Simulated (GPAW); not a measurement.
Records of electronic-structure calculations.

### How the form of the self-energy moves the gap of BaHCl (P4/nmm)

It takes space group P4/nmm (No. 129, tetragonal). The conventional cell has a = 4.408 Å, b = 4.408 Å, c = 7.202 Å, α = 90.00°, β = 90.00°, γ = 90.00°. Nearest to Ba lie 4 H at 2.69 Å and 6 Cl at 3.13 to 4.07 Å. Nearest to H lie 4 Ba at 2.69 Å. Nearest to Cl lie 6 Ba at 3.13 to 4.07 Å and 4 H at 3.35 Å. Farther neighbours and most contacts between anions are not listed.

```
method                                  : DFT, LDA, plane waves, PAW (and 3 further levels or steps)
program                                 : GPAW 26.7.0
settings of one run                     : cutoff 600 eV, GPAW PAW setups 1.2.1 data release, 2×2×2 k-mesh, nbands 480
cost                                    : 6 runs, 8.9 min in all on 4 MPI ranks of Arm Neoverse V1, shared host (the runs of this entry)
notes                                   : The cell and positions come from the Crystallography Open Database and are kept as given unless a step says otherwise. Limits: no spin-orbit coupling. Bands and cutoff are finite, so the gap is not at the basis limit. The miss can reach some tenths of an eV and take either sign; the mesh is an error of its own. The program warns of a poor linear fit in the extrapolation of some level, so the extrapolated values are rough. The 2×2×2 mesh is coarse for this cell, which bears on the long-range parts of exchange and screening. Mesh or cutoff lie under what a gap needs, so these runs test behaviour and cost; their gaps are not to be quoted.
G0W0, Godby-Needs plasmon pole          : 4.979 eV
one-shot HSE06                          : 4.498 eV
G0W0, extrapolated in the cutoff        : 5.220 eV
one-shot PBE0                           : 5.229 eV
G0W0, full frequency, Hilbert transform : 4.975 eV
known limits                            : not at the basis limit; no spin-orbit coupling; coarse k mesh
```

One-shot HSE06: −0.482 eV against G0W0, Godby-Needs plasmon pole. G0W0, extrapolated in the cutoff: +0.241 eV against G0W0, Godby-Needs plasmon pole, at other bands or cutoff, so not like for like.

[Paths, hosts, dates, memory and timing lines, banners, echoed tables and standing remarks are left out of the program output.]

[Logs are printed without paths, hosts, clocks, repeated set-up lines and the standing remarks that a program may print on its own settings, such as how far it seeks lower states.]

[Runs of the session that timed out or met a known fault of the program may be left out.]

[Hosts, paths, dates, database ids (printed as entryN), source tags and the programs' standing remarks are cut or masked in the printed files.]
